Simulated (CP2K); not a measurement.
The O K edge of oxazole was computed by TDDFT (CP2K XAS_TDP, aug-cc-pVDZ, TDA) at these levels: BHandHLYP, PBEh(45%) and PBEh(45%) + GW2X. The first three lines of O3 (bonded to 2 C) with a strength over 0.0015, energy in eV and strength:

```csv
run,first,second,third
1,533.26 (0.031),536.82 (0.021),537.07 (0.013)
2,535.23 (0.029),538.81 (0.016),539.05 (0.007)
3,530.67 (0.029),534.25 (0.016),534.50 (0.007)
```

**Question.** Which run is which?

Run 1: BHandHLYP (50 % exact exchange). Run 2: PBEh(45%) + GW2X (45 % exact exchange). Run 3: PBEh(45%) (45 % exact exchange). Self-interaction lifts the core level, so the uncorrected lines rise with the share of exact exchange. The GW2X run keeps the spacings of its parent: 3.58 eV between the first two lines in run 2, 3.58 eV in run 3. Its shift is +4.56 eV, since the Kohn–Sham level at this share of exchange lies that far above the quasiparticle level.

[Banner, clock and machine lines of the logs are left out without a mark of their own.]

[Logs are printed without paths, hosts, clocks, repeated set-up lines and the standing remarks that a program may print on its own settings, such as how far it seeks lower states.]

[Hosts, paths, dates, database ids (printed as entryN), source tags and the programs' standing remarks are cut or masked in the printed files.]
